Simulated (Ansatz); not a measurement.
**Bands, cutoff and cost in G0W0 for KMgF3 (Pm-3m)**

Aim: see how the G0W0 gap of KMgF3 (Pm-3m) on PBE moves with empty bands and screening cutoff, and what each rung costs.

Main program and level: Ansatz 0.2.0; G0W0 on PBE, plane waves, PAW.

Report form: the programs' logs are mostly left out.

## Step 1: Starting point

The structure is cubic, space group Pm-3m (No. 221). The conventional cell has a = 3.986 Å, b = 3.986 Å, c = 3.986 Å, α = 90.00°, β = 90.00°, γ = 90.00°. Nearest to K lie 12 F at 2.82 Å. Nearest to Mg lie 6 F at 1.99 Å. Nearest to F lie 2 Mg at 1.99 Å and 4 K at 2.82 Å. Farther neighbours and most contacts between anions are not listed.

The cell and positions come from the Crystallography Open Database and are kept as given unless a step says otherwise. The default PAW set here is soft_2. Its files were made with PBE.

## Step 2: 143 empty bands, screening to 100 eV

Now the one-shot GW correction: screening in the RPA, then the self-energy of the levels asked for.

input.yaml

```yaml
crystal:
  lattice:
    - [3.9859, 0.0, 0.0]
    - [0.0, 3.9859, 0.0]
    - [0.0, 0.0, 3.9859]
  atoms:
    - { symbol: K, position: [0.5, 0.5, 0.5] }
    - { symbol: Mg, position: [0.0, 0.0, 0.0] }
    - { symbol: F, position: [0.5, 0.0, 0.0] }
    - { symbol: F, position: [0.0, 0.5, 0.0] }
    - { symbol: F, position: [0.0, 0.0, 0.5] }
kpoints:
  mp_grid: { grid: [4, 4, 4] }
hamiltonian:
  xc: pbe
scf:
  occupations: { method: fixed }
gw:
  n_empty_bands: 143
  ecut_chi: 100.0
  qp_bands: [v2, c2]
  qp_kpoints: band_edges
  screening: { model: contour_deformation }
```

The run is started by

```bash
> ansatz run input.yaml --threads 3 --pin off --max-ram 64512MiB --backend cuda --events-out ev --progress --plain --runs-dir out --devices 1 --max-vram 24GiB  # rebuilt from the run's record
```

It took 5.4 s on 1 × NVIDIA H100 80GB HBM3 (shared by 3 runs) with 3 threads of AMD EPYC 7R13 (Zen 3), shared host; peak memory 1.1 GiB.

Numbers from this step:

* bands summed: 163
* RPA ε∞ on this mesh (eigenvalues): 2.016, 2.016, 2.016
* plane waves in the screening matrix: 147
* q-points in the mesh: 64
* G0W0 gap on the mesh: 11.15 eV
* k of the valence top: -0.5, -0.5, -0.5
* k of the conduction bottom: 0, 0, 0
* starting gap on the mesh: 7.334 eV
* Z at the valence top: 0.8133
* Z at the conduction bottom: 0.8915
* least direct G0W0 gap on the computed points: 11.48 eV

The gap on the mesh goes from 7.33 eV to 11.15 eV, a correction of +3.81 eV. Between the two edge states, bare exchange in place of the xc potential would open the gap by 12.60 eV, and correlation takes back 8.79 eV.

## Step 3: 406 empty bands, screening to 200 eV

Another rung: the empty bands reach about as high as the screening cutoff, so the two stay in balance.

input.yaml: that of step 2 with these lines changed.

```diff
@@ -18,4 +18,4 @@
 gw:
-  n_empty_bands: 143
-  ecut_chi: 100.0
+  n_empty_bands: 406
+  ecut_chi: 200.0
   qp_bands: [v2, c2]
```

Wall time 8.3 s (1 × NVIDIA H100 80GB HBM3 (shared by 3 runs) with 3 threads); peak memory 1.4 GiB.

This step gave:

```
bands summed                                 : 426
RPA ε∞ on this mesh (eigenvalues)            : 2.007, 2.007, 2.007
plane waves in the screening matrix          : 437
q-points in the mesh                         : 64
G0W0 gap on the mesh                         : 11.36 eV
k of the valence top                         : -0.5, -0.5, -0.5
k of the conduction bottom                   : 0, 0, 0
starting gap on the mesh                     : 7.334 eV
Z at the valence top                         : 0.8076
Z at the conduction bottom                   : 0.8898
least direct G0W0 gap on the computed points : 11.69 eV
```

Against the run with 4×4×4 mesh, 143 empty bands, screening to 100 eV, the gap moves by +0.21 eV.

## Step 4: Changing the frequency model: 4×4×4 mesh, 406 empty bands, screening to 200 eV, plasmon pole

A plasmon pole stands in for the full frequency dependence of the screening; this run shows what that costs in accuracy.

input.yaml: that of step 3 with these lines changed.

```diff
@@ -22,2 +22,2 @@
   qp_kpoints: band_edges
-  screening: { model: contour_deformation }
+  screening: { model: godby_needs }
```

Run time: 14 s. Hardware: 1 × NVIDIA H100 80GB HBM3 (shared by 3 runs) with 3 threads; peak memory 1.8 GiB.

Numbers from this step:

```
bands summed                                 : 426
plasmon-pole fit frequency                   : 29.51 eV
RPA ε∞ on this mesh (eigenvalues)            : 2.007, 2.007, 2.007
plane waves in the screening matrix          : 437
G0W0 gap on the mesh                         : 11.30 eV
k of the valence top                         : -0.5, -0.5, -0.5
k of the conduction bottom                   : 0, 0, 0
starting gap on the mesh                     : 7.334 eV
least direct G0W0 gap on the computed points : 11.63 eV
```

Against the run with 4×4×4 mesh, 406 empty bands, screening to 200 eV, the gap moves by −0.06 eV.

## Step 5: Convergence and cost

Times are wall times on 1 × NVIDIA H100 80GB HBM3 (shared by 3 runs) with 3 threads of AMD EPYC 7R13 (Zen 3), shared host, good to a factor of about two.

```csv
mesh,files,frequency,bands summed,cutoff (eV),start (eV),G0W0 (eV),time,host memory (GiB)
4×4×4,default PAW,contour deformation,163,100,7.334,11.145,5.4 s,1.1
4×4×4,default PAW,contour deformation,426,200,7.334,11.356,8.3 s,1.4
4×4×4,default PAW,plasmon pole,426,200,7.334,11.298,14 s,1.8
```

The parts of the quasiparticle energy at the two band edges (eV; QP = start + Σx + Σc − Vxc):

```csv
run,edge,start,Σx,Σc,Vxc,Z,QP
163 bands,valence top,2.85,-32.07,5.49,-24.15,0.81,0.43
163 bands,conduction bottom,10.19,-7.22,-3.29,-11.90,0.89,11.57
426 bands,valence top,2.85,-32.07,5.27,-24.15,0.81,0.20
426 bands,conduction bottom,10.19,-7.22,-3.31,-11.90,0.89,11.56
```

## Step 6: Summary of results

```yaml
163_bands_100_ev: 11.145 eV
426_bands_200_ev: 11.356 eV
estimated_limit_in_bands_and_cutoff: 11.49 eV
mesh_and_start: 4×4×4, PBE
```

A line in one over the bands through the two rungs gives 11.49 eV, +0.13 eV from the top rung; with two points alone it is an unchecked estimate. The rungs stand 0.34 eV (163 bands) and 0.13 eV (426 bands) from it. From 163 to 426 bands the gap moves by +0.21 eV. Σc changes by −0.22 eV at the valence top and −0.01 eV at the conduction bottom, so the valence edge carries most of the change. The plasmon-pole model gives −0.06 eV against contour deformation, 1 % of the correction, and saved no time in this program. The 4×4×4 mesh is coarse for this cell (its supercell is 16 Å along the shortest edge). The RPA ε∞ on it, from the PBE start, is 2.01; such meshes misread the long-range screening, most where the gap is narrow. This is the ideal cubic cell; many perovskites, halides above all, are cubic only on average, and local tilts or off-centring can widen the gap.

[Paths, hosts, dates, memory and timing lines, banners, echoed tables and standing remarks are left out of the program output.]

[Logs are printed without paths, hosts, clocks, repeated set-up lines and the standing remarks that a program may print on its own settings, such as how far it seeks lower states.]

[Runs of the session that timed out or met a known fault of the program may be left out.]

[Cells called generated may have been cut or substituted from an entry of the Crystallography Open Database or the Materials Project.]

[Hosts, paths, dates, database ids (printed as entryN), source tags and the programs' standing remarks are cut or masked in the printed files.]
